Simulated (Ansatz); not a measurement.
## ZnCr2P2, from a guessed structure to a relaxed one

This structure for ZnCr2P2 is made up. Its elements were placed in a known structure type with a cell scaled to their sizes. What cell does the guess relax to, and how far off was it?

Method: DFT, PBEsol, plane-wave PAW, files of the set soft_1, scalar-relativistic, ferromagnetic start, cell and ions relaxed at zero pressure; PAW set soft_1, in the first sound run; inputs show where later runs differ, in Ansatz 0.2.0.

## Step 1: Set-up

The structure is tetragonal, space group I4/mmm (No. 139). Conventional cell: a = 3.609 Å, b = 3.609 Å, c = 10.728 Å, α = 90.00°, β = 90.00°, γ = 90.00°. Zn has 8 P at 2.93 Å and 8 Cr at 3.23 Å nearest. Nearest to Cr lie 4 P at 2.20 Å and 4 Cr at 2.55 Å and 4 Zn at 3.23 Å. Nearest to P lie 4 Cr at 2.20 Å and 1 P at 2.86 Å and 4 Zn at 2.93 Å. Farther neighbours are not listed.

Coordinates:

```cif
data_structure
_symmetry_space_group_name_H-M 'P 1'
_symmetry_Int_Tables_number 1
_cell_length_a 5.9401
_cell_length_b 5.9401
_cell_length_c 5.9401
_cell_angle_alpha 144.630
_cell_angle_beta 144.630
_cell_angle_gamma 50.886
_cell_volume 69.87
loop_
_atom_site_label
_atom_site_type_symbol
_atom_site_fract_x
_atom_site_fract_y
_atom_site_fract_z
_atom_site_occupancy
Zn1 Zn 0.00000 0.00000 0.00000 1
Cr2 Cr 0.25000 0.75000 0.50000 1
Cr3 Cr 0.75000 0.25000 0.50000 1
P4 P 0.36650 0.36650 0.00000 1
P5 P 0.63350 0.63350 0.00000 1
```

## Step 2: Relaxing cell and atoms

The guessed cell has no reason to be at equilibrium. It is relaxed with the atoms, within the space group of the guess.

Contents of input.yaml:

```yaml
crystal:
  lattice:
    - [-1.8045, 1.8045, 5.364]
    - [1.8045, -1.8045, 5.364]
    - [1.8045, 1.8045, -5.364]
  atoms:
    - { symbol: Zn, position: [0.0, 0.0, 0.0] }
    - { symbol: Cr, position: [0.25, 0.75, 0.5], spin: 3.0 }
    - { symbol: Cr, position: [0.75, 0.25, 0.5], spin: 3.0 }
    - { symbol: P, position: [0.3665, 0.3665, 0.0] }
    - { symbol: P, position: [0.6335, 0.6335, 0.0] }
magnetization:
  spin_polarized: true
kpoints:
  mp_grid: { grid: [10, 10, 10] }
scf:
  occupations: { method: fermi_dirac, width: 0.05 }
hamiltonian:
  xc: pbesol
  pseudopotentials: { kind: paw, azcp: { folder: soft_1 }, xc_functional: pbe }
relax:
  f_tol: 0.015
  max_steps: 70
  cell: {}
output:
  forces: true
  stress: true
```

Launch:

```
$ ansatz run input.yaml --threads 4 --pin off --max-ram 8192MiB --backend cpu --events-out ev --progress --plain --runs-dir out
```

Numbers of over 12 decimals in the logs are rounded to 6 here.

The program printed:

```text
basis.fft_grid_basis auto: the FFT boxes are laid along the combinations [[1, 0, 1], [0, 1, 1], [0, 0, 1]] of the cell's own vectors, 3.609, 3.609 and 5.940 Å long. The dense box has 25×25×40 points. Along the cell's own vectors, as sized, it would have 40×40×40, 2.56 times as many. Of the 16 symmetry operations that the crystal satisfies within crystal.symmetry.tolerance (time reversal apart; of a slab, those that k [...]
Engine: ansatz 0.2.0, x86_64-unknown-linux-gnu
Pseudopotentials: kind: paw
Pseudopotential: Zn, paw, valence charge 12, recommended cutoff 420 eV (normal), soft_1/Zn.paw.azcp
Pseudopotential: Cr, paw, valence charge 14, recommended cutoff 420 eV (normal), soft_1/Cr.paw.azcp
Pseudopotential: P, paw, valence charge 5, recommended cutoff 420 eV (normal), soft_1/P.paw.azcp
Functional definition: PBEsol
  exchange = pbesol_x
  correlation = pbesol_c
Crystal: 5 atoms, lattice volume = 69.865 Å³
Basis set: ecut = 420 eV, 1357 PW (Γ), FFT grids on a1+a3, a2+a3, a3, exchange–correlation on 50×50×80 points (8 copies of the dense FFT grid, shifted against one another)
Bands: 34, of which v1, the nominal top of the filled ones, is band 25 counted from 1 (24 counted from 0)
Symmetry: 16 space group operations
Space group: I4/mmm (ITA 139), of the structure as read, at distance tolerance 4.1e-5 Å
Magnetic group: BNS 139.531 (UNI 1191), of the structure as read, at distance tolerance 4.1e-5 Å
k-points: 102 of 1000
Non-local potential: Zn, projectors of the file, l = 0: 2, l = 1: 2, l = 2: 3, l = 3: 1
Non-local potential: Cr, projectors of the file, l = 0: 3, l = 1: 2, l = 2: 3, l = 3: 1
Non-local potential: P, projectors of the file, l = 0: 2, l = 1: 2, l = 2: 1
PAW form: soft (Blöchl's): semilocal exchange-correlation on the pseudo side does not see the compensation charge
PAW frozen core: Zn, regenerated for the run's functional, and the local potential with it (the file was generated under x = pbe(κ = 0.804, μ = 0.219515), c = pbe(β = 0.066725))
PAW frozen core: Cr, regenerated for the run's functional, and the local potential with it (the file was generated under x = pbe(κ = 0.804, μ = 0.219515), c = pbe(β = 0.066725))
PAW frozen core: P, regenerated for the run's functional, and the local potential with it (the file was generated under x = pbe(κ = 0.804, μ = 0.219515), c = pbe(β = 0.066725))
PAW one-centre angular grid: Zn, 590 points (default); XC on 64 Gauss nodes
PAW one-centre angular grid: Cr, 590 points (default); XC on 64 Gauss nodes
PAW one-centre angular grid: P, 110 points (default); XC on 64 Gauss nodes
Initial density: superposition of atomic densities (chi_scale 0.1, normalization cell)
Starting moments: Σ|m| = 6 μB on 2 of 5 sites
Initial wavefunctions: pseudopotential atomic-orbital guess
Functional: x = pbesol(κ = 0.804, μ = 0.123457), c = pbesol(β = 0.046)
SCF iter   1: F=—  HF=-11463.296147 eV  |F-HF|=—  |Δ(HF+E_count)|=         —  Δρ=9.59e-2 (↑9.59e-2 ↓4.90e-2)  dr2=1.35e1  dr2_m=1.06e0  M=3.981 μB ∫|m|=4.276 μB  β_m=0.30  ethr=3.10e-3  ⟨swp⟩=7.4  Hψ=33121  notcnv=0  defer=1
Mixer restart at iter 1: flushing history
preconditioner: auto → Kerker (q_TF=auto, 2.580 Å⁻¹)  [metal: Δε(μ)=0.017 eV  Ē_g=8.277 eV  σ=0.050 eV  W_gap=0.08  n_scr=24 (ndim 8)  ℏωp=25.9 eV  f_vac=0.000  D(μ)=2.47/eV (n_scr^D=24)]
spin=Collinear: Kerker preconditioning applied to the charge; magnetization (m = ρ↑ − ρ↓) channel mixes plain (no charge-response kernel on spin).
SCF iter   2: F=—  HF=-11459.955251 eV  |F-HF|=—  |Δ(HF+E_count)|=    3.34e0  Δρ=4.71e-2 (↑4.71e-2 ↓3.33e-2)  dr2=5.31e0  dr2_m=3.83e-1  M=3.931 μB ∫|m|=4.274 μB  β_m=0.45  ethr=3.10e-3  ⟨swp⟩=3.0  Hψ=15669  notcnv=0  defer=362
SCF iter   3: F=—  HF=-11458.779035 eV  |F-HF|=—  |Δ(HF+E_count)|=    1.18e0  Δρ=2.15e-2 (↑1.51e-2 ↓2.15e-2)  dr2=2.07e0  dr2_m=9.83e-2  M=3.682 μB ∫|m|=4.040 μB  β_m=0.72  ethr=3.10e-3  ⟨swp⟩=2.5  Hψ=11780  notcnv=0  defer=360
SCF iter   4: F=—  HF=-11458.674512 eV  |F-HF|=—  |Δ(HF+E_count)|=   1.05e-1  Δρ=1.68e-2 (↑1.68e-2 ↓1.34e-2)  dr2=2.18e-1  dr2_m=5.24e-2  M=3.145 μB ∫|m|=3.451 μB  β_m=0.70  ethr=3.10e-3  ⟨swp⟩=3.1  Hψ=13747  notcnv=0  defer=359
SCF iter   5: F=—  HF=-11458.747314 eV  |F-HF|=—  |Δ(HF+E_count)|=         —  Δρ=2.28e-2 (↑2.28e-2 ↓1.77e-2)  dr2=4.36e-2  dr2_m=2.50e-1  M=2.489 μB ∫|m|=2.729 μB  β_m=0.70  ethr=4.35e-4  ⟨swp⟩=2.3  Hψ=13228  notcnv=0  defer=343
Mixer restart at iter 5: flushing history
SCF iter   6: F=—  HF=-11458.772032 eV  |F-HF|=—  |Δ(HF+E_count)|=   2.47e-2  Δρ=1.37e-2 (↑1.37e-2 ↓1.15e-2)  dr2=4.17e-2  dr2_m=8.57e-2  M=2.306 μB ∫|m|=2.510 μB  β_m=0.85  ethr=8.73e-5  ⟨swp⟩=2.7  Hψ=13554  notcnv=0  defer=331
SCF iter   7: F=—  HF=-11458.782853 eV  |F-HF|=—  |Δ(HF+E_count)|=   1.08e-2  Δρ=8.51e-3 (↑8.51e-3 ↓7.78e-3)  dr2=2.69e-2  dr2_m=2.82e-2  M=2.142 μB ∫|m|=2.320 μB  β_m=0.92  ethr=8.34e-5  ⟨swp⟩=2.6  Hψ=12879  notcnv=0  defer=308
SCF iter   8: F=—  HF=-11458.761681 eV  |F-HF|=—  |Δ(HF+E_count)|=   2.12e-2  Δρ=2.31e-3 (↑2.31e-3 ↓1.85e-3)  dr2=3.45e-4  dr2_m=2.65e-3  M=1.930 μB ∫|m|=2.078 μB  β_m=0.94  ethr=5.38e-5  ⟨swp⟩=2.0  Hψ=12082  notcnv=0  defer=308
SCF iter   9: F=—  HF=-11458.761796 eV  |F-HF|=—  |Δ(HF+E_count)|=   1.15e-4  Δρ=1.42e-3 (↑1.42e-3 ↓1.04e-3)  dr2=5.37e-3  dr2_m=5.84e-5  M=1.884 μB ∫|m|=2.023 μB  β_m=0.94  ethr=6.90e-7  ⟨swp⟩=2.5  Hψ=14778  notcnv=0  defer=304
SCF iter  10: F=—  HF=-11458.762137 eV  |F-HF|=—  |Δ(HF+E_count)|=   3.42e-4  Δρ=6.39e-4 (↑3.85e-4 ↓6.39e-4)  dr2=1.31e-3  dr2_m=2.77e-5  M=1.879 μB ∫|m|=2.018 μB  β_m=0.97  ethr=6.90e-7  ⟨swp⟩=2.0  Hψ=13366  notcnv=0  defer=301
SCF iter  11: F=—  HF=-11458.762080 eV  |F-HF|=—  |Δ(HF+E_count)|=   5.72e-5  Δρ=4.90e-4 (↑4.90e-4 ↓3.95e-4)  dr2=1.46e-5  dr2_m=1.22e-4  M=1.866 μB ∫|m|=2.003 μB  β_m=0.98  ethr=6.90e-7  ⟨swp⟩=2.0  Hψ=10282  notcnv=0  defer=301
SCF iter  12: F=—  HF=-11458.762073 eV  |F-HF|=—  |Δ(HF+E_count)|=   7.02e-6  Δρ=3.45e-5 (↑3.45e-5 ↓3.45e-5)  dr2=2.33e-6  dr2_m=3.74e-7  M=1.843 μB ∫|m|=1.978 μB  β_m=0.99  ethr=2.93e-8  ⟨swp⟩=2.4  Hψ=11897  notcnv=0  defer=301
SCF iter  13: F=—  HF=-11458.762079 eV  |F-HF|=—  |Δ(HF+E_count)|=   5.85e-6  Δρ=2.69e-5 (↑2.69e-5 ↓2.04e-5)  dr2=2.08e-7  dr2_m=3.10e-7  M=1.846 μB ∫|m|=1.981 μB  β_m=1.00  ethr=4.67e-9  ⟨swp⟩=2.3  Hψ=11194  notcnv=0  defer=301
SCF iter  14: F=—  HF=-11458.762079 eV  |F-HF|=—  |Δ(HF+E_count)|=   2.10e-9  Δρ=6.55e-6 (↑6.55e-6 ↓6.19e-6)  dr2=2.33e-8  dr2_m=2.08e-8  M=1.845 μB ∫|m|=1.980 μB  β_m=1.00  ethr=4.15e-10  ⟨swp⟩=2.2  Hψ=9985  notcnv=0  defer=301
[...]
relax step   6: F+E_penalty+E_count = -11460.54251582 eV  Δ(F+E_penalty+E_count) = -2.336e-4 eV  max|allowed force component| = 8.515e-3 eV/Å  Δτ_max = 0.0032 Å  P = +0.052 GPa  Ω = 66.906 Å³  energy of the carried Pulay correction = +1.385e-3 eV  (9 SCF iters, dr2 threshold 4.58e-7 eV, accepted)
[...]
relax step   7: F+E_penalty+E_count = -11460.54251188 eV  Δ(F+E_penalty+E_count) = +3.948e-6 eV  max|allowed force component| = 3.598e-4 eV/Å  Δτ_max = 0.0003 Å  P = -0.002 GPa  Ω = 66.927 Å³  energy of the carried Pulay correction = +1.375e-3 eV  (10 SCF iters, dr2 threshold 8.16e-9 eV, accepted)
[...]
relax step   8: F+E_penalty+E_count = -11460.54553605 eV  Δ(F+E_penalty+E_count) = -3.024e-3 eV  max|allowed force component| = 7.505e-4 eV/Å  Δτ_max = 0.0000 Å  P = +0.127 GPa  Ω = 66.927 Å³  stress off target by 2.07e-1 GPa  SCF on the basis re-selected at this cell (its energy is not comparable with the rows above)  (13 SCF iters)
[...]
relax step   9: F+E_penalty+E_count = -11460.54562121 eV  Δ(F+E_penalty+E_count) = -8.516e-5 eV  max|allowed force component| = 3.045e-4 eV/Å  Δτ_max = 0.0013 Å  P = +0.015 GPa  Ω = 67.006 Å³  energy of the carried Pulay correction = -3.329e-5 eV  (11 SCF iters, dr2 threshold 1.07e-7 eV, accepted)
iter 1 solved again at ethr=1.52e-7 eV; its pass at ethr=3.10e-3 eV (dr2=7.61e-5 eV) is discarded
SCF iter   1: F=—  HF=-11460.545655 eV  |F-HF|=—  |Δ(HF+E_count)|=         —  Δρ=2.81e-6 (↑2.03e-6 ↓2.81e-6)  dr2=4.46e-9  dr2_m=8.88e-10  M=1.127 μB ∫|m|=1.352 μB  β_m=0.65  ethr=1.52e-7  ⟨swp⟩=3.5  Hψ=50279  notcnv=0
eigensolver tolerance schedule: the retry pair's looser diagonalisation over-reported the residual by 17062.77 of it (diagonalisation noise at 5.18 of the residual, at the tolerance the schedule requests for it); recorded, not acted on — ethr = c·dr2/N_el stays at c = 1.0e-1
preconditioner: auto → Kerker (q_TF=auto, 2.312 Å⁻¹)  [metal: Δε(μ)=0.004 eV  Ē_g=8.144 eV  σ=0.050 eV  W_gap=0.02  n_scr=14 (ndim 8)  ℏωp=26.5 eV  f_vac=0.000  D(μ)=4.49/eV (n_scr^D=36)]
spin=Collinear: Kerker preconditioning applied to the charge; magnetization (m = ρ↑ − ρ↓) channel mixes plain (no charge-response kernel on spin).
SCF iter   2: F=—  HF=-11460.545656 eV  |F-HF|=—  |Δ(HF+E_count)|=   1.21e-6  Δρ=3.06e-6 (↑3.06e-6 ↓2.74e-6)  dr2=8.23e-9  dr2_m=1.20e-9  M=1.127 μB ∫|m|=1.352 μB  β_m=0.54  ethr=8.93e-12  ⟨swp⟩=3.4  Hψ=15913  notcnv=0
SCF iter   3: F=—  HF=-11460.545656 eV  |F-HF|=—  |Δ(HF+E_count)|=  3.17e-10  Δρ=1.37e-6 (↑1.37e-6 ↓1.12e-6)  dr2=2.22e-10  dr2_m=8.30e-10  M=1.127 μB ∫|m|=1.352 μB  β_m=0.61  ethr=8.93e-12  ⟨swp⟩=2.0  Hψ=9948  notcnv=0
SCF iter   4: F=—  HF=-11460.545656 eV  |F-HF|=—  |Δ(HF+E_count)|=  3.93e-10  Δρ=9.60e-7 (↑9.60e-7 ↓8.94e-7)  dr2=1.63e-10  dr2_m=5.02e-10  M=1.127 μB ∫|m|=1.352 μB  β_m=0.81  ethr=1.00e-12  ⟨swp⟩=2.0  Hψ=11084  notcnv=0
SCF iter   5: F=—  HF=-11460.545656 eV  |F-HF|=—  |Δ(HF+E_count)|=  2.80e-10  Δρ=1.26e-6 (↑1.26e-6 ↓5.81e-7)  dr2=3.47e-10  dr2_m=4.87e-10  M=1.127 μB ∫|m|=1.352 μB  β_m=0.90  ethr=1.00e-12  ⟨swp⟩=2.1  Hψ=10563  notcnv=0
SCF iter   6: F=—  HF=-11460.545656 eV  |F-HF|=—  |Δ(HF+E_count)|=  2.60e-10  Δρ=5.03e-7 (↑5.03e-7 ↓4.08e-7)  dr2=5.16e-10  dr2_m=2.55e-12  M=1.126 μB ∫|m|=1.352 μB  β_m=0.81  ethr=1.00e-12  ⟨swp⟩=2.5  Hψ=12475  notcnv=0
SCF iter   7: F=—  HF=-11460.545656 eV  |F-HF|=—  |Δ(HF+E_count)|=  1.35e-10  Δρ=2.32e-7 (↑2.32e-7 ↓1.60e-7)  dr2=1.33e-10  dr2_m=1.29e-12  M=1.126 μB ∫|m|=1.352 μB  β_m=0.91  ethr=1.00e-12  ⟨swp⟩=2.1  Hψ=8906  notcnv=0
SCF iter   8: F=—  HF=-11460.545656 eV  |F-HF|=—  |Δ(HF+E_count)|=  7.82e-11  Δρ=6.43e-8 (↑3.89e-8 ↓6.43e-8)  dr2=1.36e-11  dr2_m=2.31e-13  M=1.126 μB ∫|m|=1.352 μB  β_m=0.95  ethr=1.00e-12  ⟨swp⟩=2.0  Hψ=7981  notcnv=0
SCF iter   9: F=-11460.545656 eV  HF=-11460.545656 eV  |F-HF|=3.09e-11  |Δ(HF+E_count)|=  3.64e-12  Δρ=1.15e-7 (↑1.15e-7 ↓7.54e-8)  dr2=3.18e-11  dr2_m=2.62e-13  M=1.126 μB ∫|m|=1.352 μB  ethr=1.00e-12  ⟨swp⟩=3.0  Hψ=20656  notcnv=0
SCF 10 converged in 9 iterations: F = -11460.545656 eV  dr2 = 3.18e-11
relax step  10: F+E_penalty+E_count = -11460.54565595 eV  Δ(F+E_penalty+E_count) = -3.474e-5 eV  max|allowed force component| = 2.831e-4 eV/Å  Δτ_max = 0.0000 Å  P = +0.015 GPa  Ω = 67.006 Å³  stress off target by 3.34e-2 GPa  SCF on the basis re-selected at this cell (its energy is not comparable with the rows above)  (9 SCF iters)
basis re-selected at this cell: Δ(F+E_penalty+E_count) = -3.474e-5 eV, ΔP = -0.000 GPa vs the last step (what re-selecting the basis moved, of the pressure what is left beyond the Pulay correction that the steps carried, after the strain that the cell walked since its last selection, with what the two solves' SCF thresholds leave and, on support functions, any second-order correction that the steps lacked; it is no m [...]
an SCF from antiferromagnetic starting moments (0.00, -3.00, 3.00, 0.00, 0.00 Bohr magnetons, atom by atom) was not made, so that it is not known whether that order lies lower: the deck asks for what bars it, or types moments that do (magnetization.spin_polarized, in the input reference, names some of the keys), or the run goes by scf.lower_state_search: light, the default, which as a rule tries one only behind a clo [...]
SCF converged after 9 iterations
Magnetization: 1.1265 μB (25.5632 up, 24.4368 down)
Absolute magnetization: 1.3532 μB (∫|ρ↑−ρ↓|, with the PAW one-centre terms)
Spin contamination: 0.0153 ħ² per cell (⟨S²⟩ above its minimum at these occupations)
Per-site moments (μB) at R_I (Å): [(-0.020917, 1.214024), (0.536535, 0.927519), (0.536535, 0.927519), (-0.025046, 0.894113), (-0.025046, 0.894113)]
Free energy (F): -11460.545656 eV
Harris-Foulkes:  -11460.545656 eV  (|F-HF|=3.09e-11)
Internal energy: -11460.508918 eV  (E = F + TS)
E sigma→0 (E₀):  -11460.527287 eV
Entropy (-TS):   -0.036738 eV (-7.348 meV/atom)
Fermi energy:    13.719344 eV
--- Per-component energies (eV) ---
  E_band       = -288.839146
  E_kinetic    = 905.428757
  E_local      = -5042.790267  (includes V_loc(G=0)·N_el)
  E_nonlocal   = 974.167105
  E_hartree    = 2162.769022
  E_xc         = -457.394957
  E_vxc        = -474.387018  (∫ρ·V_xc dr)
  E_paw        = -5329.925803  (= ΣΔE_a)
  E_vpaw       = -976.797556  (= ΣTr[D̂ρ^β])
  E_aug_tail   = 0.001381  (compensation charges beyond the density's cutoff)
  E_ewald      = -4673.973703
  E_core_change = 1.209548  (= ΣΔE_core)
  E_smearing   = -0.036738  (= −TS)
  E_closure    = -0.000000  (closes the sum)
  Σ components = -11460.545656   (vs F -11460.545656, Δ=0.00e0)
--- Forces (eV/Å), atoms counted from 1 ---
  atom   1  Zn    -0.00000000     0.00000000     0.00000000
  atom   2  Cr    -0.00000000     0.00000000    -0.00000000
  atom   3  Cr     0.00000000     0.00000000     0.00000000
  atom   4  P     -0.00000000     0.00000000     0.00028306
  atom   5  P      0.00000000     0.00000000    -0.00028306
  max |Σ_I F_I| component: 9.37e-30 eV/Å
--- Stress (GPa, compression-positive) ---
        0.033414       0.000000      -0.000000
        0.000000       0.033414       0.000000
       -0.000000       0.000000      -0.023082
  P = ⅓ Tr σ = 0.0146 GPa (0.146 kbar)
--- Relaxed structure (8 steps of the walk, 8 accepted, 2 SCFs on fresh bases) ---
  F+E_penalty+E_count = -11460.54565595 eV   max|allowed force component| = 2.831e-4 eV/Å   (the final SCF, on the basis selected at the relaxed cell)
  cell:  # Å, volume = 67.0056 Å³
    - [-1.948771, 1.948771, 4.410923]
    - [1.948771, -1.948771, 4.410923]
    - [1.948771, 1.948771, -4.410923]
  atoms:
    - { symbol: Zn, position: [0, 0, 0] }
    - { symbol: Cr, position: [0.25, 0.75, 0.500000] }
    - { symbol: Cr, position: [0.75, 0.25, 0.500000] }
    - { symbol: P, position: [0.377149, 0.377149, 0] }
    - { symbol: P, position: [0.622851, 0.622851, 0] }
```

Wall time 49 s (4 threads of Intel Xeon 6975P-C (Granite Rapids), shared host); peak memory 0.7 GiB.

Relaxation path:

```tsv
step	energy less that of the first step (eV)	largest force component (eV/Å)	pressure (GPa)	volume (Å³)
1	0.0000	2.7188	9.92	69.87
2	-0.8184	1.7408	3.16	68.86
3	-1.4200	0.2161	-0.47	67.44
4	-1.6062	1.9982	0.27	66.32
5	-1.7802	0.0856	-0.11	66.95
6	-1.7804	0.0085	0.05	66.91
7	-1.7804	0.0004	0.00	66.93
8*	-1.7835	0.0008	0.13	66.93
9	-1.7835	0.0003	0.01	67.01
10*	-1.7836	0.0003	0.01	67.01
```

Relaxation steps marked * repeat the geometry before them on a plane-wave basis chosen anew for their cell, so energy and pressure can jump there.

Forces are held to the 16 operations that the run works with; a distortion that breaks them can't arise in this run.

```tsv
cell as run	before	after	change
a (Å)	5.940	5.201	-12.4 %
b (Å)	5.940	5.201	-12.4 %
c (Å)	5.940	5.201	-12.4 %
α (°)	144.63	135.99	-6.0 %
β (°)	144.63	135.99	-6.0 %
γ (°)	50.89	63.99	+25.8 %
volume (Å³/atom)	13.97	13.40	-4.1 %
```

The atoms that moved most (Å, as changes of fractional coordinates times the final cell):

```tsv
atom	dx	dy	dz	length
P5	0.000	0.000	-0.094	0.094
P4	0.000	0.000	0.094	0.094
```

The relaxed structure:

```cif
data_structure
_symmetry_space_group_name_H-M 'P 1'
_symmetry_Int_Tables_number 1
_cell_length_a 5.2011
_cell_length_b 5.2011
_cell_length_c 5.2011
_cell_angle_alpha 135.991
_cell_angle_beta 135.991
_cell_angle_gamma 63.995
_cell_volume 67.01
loop_
_atom_site_label
_atom_site_type_symbol
_atom_site_fract_x
_atom_site_fract_y
_atom_site_fract_z
_atom_site_occupancy
Zn1 Zn 0.00000 0.00000 0.00000 1
Cr2 Cr 0.25000 0.75000 0.50000 1
Cr3 Cr 0.75000 0.25000 0.50000 1
P4 P 0.37715 0.37715 0.00000 1
P5 P 0.62285 0.62285 0.00000 1
```

This step gave:

```yaml
free_energy: -11460.5457 eV
energy_at_zero_smearing: -11460.5273 eV
smearing_term_ts: 0.03674 eV
fermi_energy: 13.72 eV
magnetization: 1.126 μB
absolute_magnetization: 1.353 μB
site_moments: -0.02092, 0.5365, 0.5365, -0.02505, -0.02505 μB
electrons: 50
symmetry_operations: 16
pressure: 0.01458 GPa
```

Site moment by atom:

```tsv
atom	site moment (μB)
Zn1	-0.021
Cr2	0.537
Cr3	0.537
P4	-0.025
P5	-0.025
```

Shortest distances by pair of elements, guess and relaxed (not always the same contact):

```tsv
pair	guess (Å)	relaxed (Å)
P–P	2.864	2.168
Cr–P	2.195	2.249
Cr–Cr	2.552	2.756
Cr–Zn	3.233	2.943
P–Zn	2.926	2.961
```

The relaxation ends with a largest force component of 2.8e-4 eV/Å and a pressure of 0.01 GPa.

(Continued in part 2 of 2.)

[Logs are printed without paths, hosts, clocks, repeated set-up lines and the standing remarks that a program may print on its own settings, such as how far it seeks lower states.]

[Hosts, paths, dates, database ids (printed as entryN), source tags and the programs' standing remarks are cut or masked in the printed files.]
